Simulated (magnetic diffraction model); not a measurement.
# Solving a magnetic structure from powder neutron data: CeGe₃Mo

Space group I4mm (no. 107), a = 4.4320 Å, c = 10.1930 Å.

```
site  atom    x    y       z
  2a    Ce    0    0  0.4263
  2a    Mo  1/2  1/2  0.2652
  2a    Ge  1/2  1/2  0.4997
  4b    Ge    0  1/2  0.1516
```

The compound is invented for this exercise: a known structure type with other elements, its cell scaled to their sizes and not relaxed.

Only Ce is taken to order (form factors of Ce3+); orders and moment sizes are assumed, and not adapted to the symmetry. Radiation: neutrons of λ = 2.36 Å, 5° to 85°; isotropic B of 0.34 Å² (Ce), 0.38 Å² (Mo) and 0.41 Å² (Ge). The intensities are simulated: I ∝ L Σ (|F_N|² + |F_M⊥|²) for unpolarised neutrons, with F_M = 2.695 fm/μB × Σ f(s) S exp(2πi Q·r) exp(−B s²) at Q = H ± k (one set where k and −k are equivalent), only the part normal to Q counting and L = 1/(sin²θ cos θ). For collinear order S is the moment m, which repeats by lattice and centring translations R with the sign exp(−2πi k·R). Form factors are spin-only for 3d ions and dipole or tabulated for f ions, scattering lengths are Sears's of 1992, and absorption is left out. A label names one of the reflections at its angle. The strongest nuclear line in the range is 100, and lines under 0.2 are left out.

Above the ordering temperature:

```csv
2θ (°),index,I
26.77,(0 0 2),17.4
33.76,(1 0 1),17.2
44.24,(1 1 0),1.5
51.90,(1 0 3),30.0
52.47,(1 1 2),100.0
55.17,(0 0 4),6.7
64.35,(2 0 0),89.8
70.99,(2 0 2),12.7
73.29,(1 1 4),84.0
74.67,(2 1 1),9.1
79.16,(1 0 5),22.7
```

Below it (cell unchanged):

```csv
2θ (°),I
13.30,9.0
26.77,17.4
30.88,1.6
33.76,17.2
40.64,0.9
41.32,2.5
44.24,1.5
46.40,1.5
51.90,30.0
52.47,100.0
55.17,6.7
61.63,1.1
64.35,89.8
64.57,1.2
66.04,0.7
70.74,0.3
70.99,12.7
73.07,0.5
73.29,84.0
74.67,9.1
78.95,0.6
79.16,22.7
79.40,1.0
```

**Question.** Find the propagation vector, then choose among these models:
A. collinear moments along [010], 1.4 μB on Ce
B. collinear moments along [001], 1.4 μB on Ce
C. collinear moments along [100], 1.4 μB on Ce

The new lines index as (0 0 1) at 13.30°, (0 1 0) at 30.88°, (0 0 3) at 40.64° and (1 0 2) at 41.32°, that is as H ± k with k = (1 0 0). The indices are whole but break the lattice centring, so the moments reverse under a centring translation, those with k·t a half-integer.

Magnetic intensity, observed (below minus above) and for each model:

| 2θ (°) | index | observed | A | B | C |
| --- | --- | --- | --- | --- | --- |
| 13.30 | (0 0 1) | 9.0 | 9.0 | <0.2 | 9.0 |
| 30.88 | (0 1 0) | 1.6 | 1.6 | 3.2 | 1.6 |
| 40.64 | (0 0 3) | 0.9 | 0.9 | <0.2 | 0.9 |
| 41.32 | (1 0 2) | 2.5 | 2.5 | 2.0 | 2.5 |
| 46.40 | (1 1 1) | 1.5 | 1.5 | 2.5 | 1.5 |
| 64.57 | (1 0 4) | 1.2 | 1.2 | 0.3 | 1.2 |
| 66.04 | (2 0 1) | 0.7 | 0.7 | 1.2 | 0.7 |
| 79.40 | (2 1 2) | 1.0 | 1.0 | 1.5 | 1.0 |

Models A and C match alike on every line, so these data can't choose among them (such ties are often domains of one structure): a powder sees only the angle between collinear moments and the unique axis of a uniaxial spin configuration, and no direction at all where the configuration is cubic.

The structure used: k = (1 0 0), collinear moments along [100], 1.4 μB on Ce.

[Logs are printed without paths, hosts, clocks, repeated set-up lines and the standing remarks that a program may print on its own settings, such as how far it seeks lower states.]
